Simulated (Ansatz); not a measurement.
Computed results, one entry a study.

**BaIBr (Pnma): spin-orbit coupling beyond the local functionals**

The structure is orthorhombic, space group Pnma (No. 62). The conventional cell has a = 8.814 Å, b = 5.124 Å, c = 10.192 Å, α = 90.00°, β = 90.00°, γ = 90.00°. Nearest to Ba lie 4 Br at 3.31 to 3.34 Å and 5 I at 3.67 to 3.76 Å. Nearest to I lie 5 Ba at 3.67 to 3.76 Å. Nearest to Br lie 4 Ba at 3.31 to 3.34 Å. Farther neighbours and most contacts between anions are not listed.

```
Ba I Br
1.0
     8.81446    0.00000    0.00000
     0.00000    5.12429    0.00000
     0.00000    0.00000   10.19168
Ba I Br
4 4 4
Cartesian
  6.4242 1.2811 3.8233
  2.3903 3.8432 6.3684
  6.7975 3.8432 8.9191
  2.0170 1.2811 1.2726
  4.1570 1.2811 8.4772
  4.6575 3.8432 1.7145
  0.2502 3.8432 3.3814
  8.5642 1.2811 6.8103
  7.5493 1.2811 0.6796
  1.2651 3.8432 9.5120
  5.6724 3.8432 5.7755
  3.1421 1.2811 4.4162
```

- method: DFT, HSE06 with spin-orbit coupling, plane waves, PAW (and 1 further level or step)
- program: Ansatz 0.2.0
- settings of one run: cutoff 420 eV, 2×2×2 k-mesh, default PAW, PAW set soft 2
- cost: 2 runs, 5 min in all on 1 × NVIDIA H100 80GB HBM3 (shared by 6 runs) with 3 threads of AMD EPYC 7R13 (Zen 3), shared host (the runs of this entry)
- notes: The program’s warnings: device shed. The cell and positions are those that the Materials Project relaxed with its own functionals (PBE, PBE+U or r2SCAN), kept fixed.
- HSE06: 4.50 eV
- HSE06+SOC: 4.22 eV

Spin-orbit coupling changes the gap by −0.28 eV and the least direct gap by −0.28 eV.

[Paths, hosts, dates, memory and timing lines, banners, echoed tables and standing remarks are left out of the program output.]

[Logs are printed without paths, hosts, clocks, repeated set-up lines and the standing remarks that a program may print on its own settings, such as how far it seeks lower states.]

[Runs of the session that timed out or met a known fault of the program may be left out.]

[Cells called generated may have been cut or substituted from an entry of the Crystallography Open Database or the Materials Project.]

[Hosts, paths, dates, database ids (printed as entryN), source tags and the programs' standing remarks are cut or masked in the printed files.]
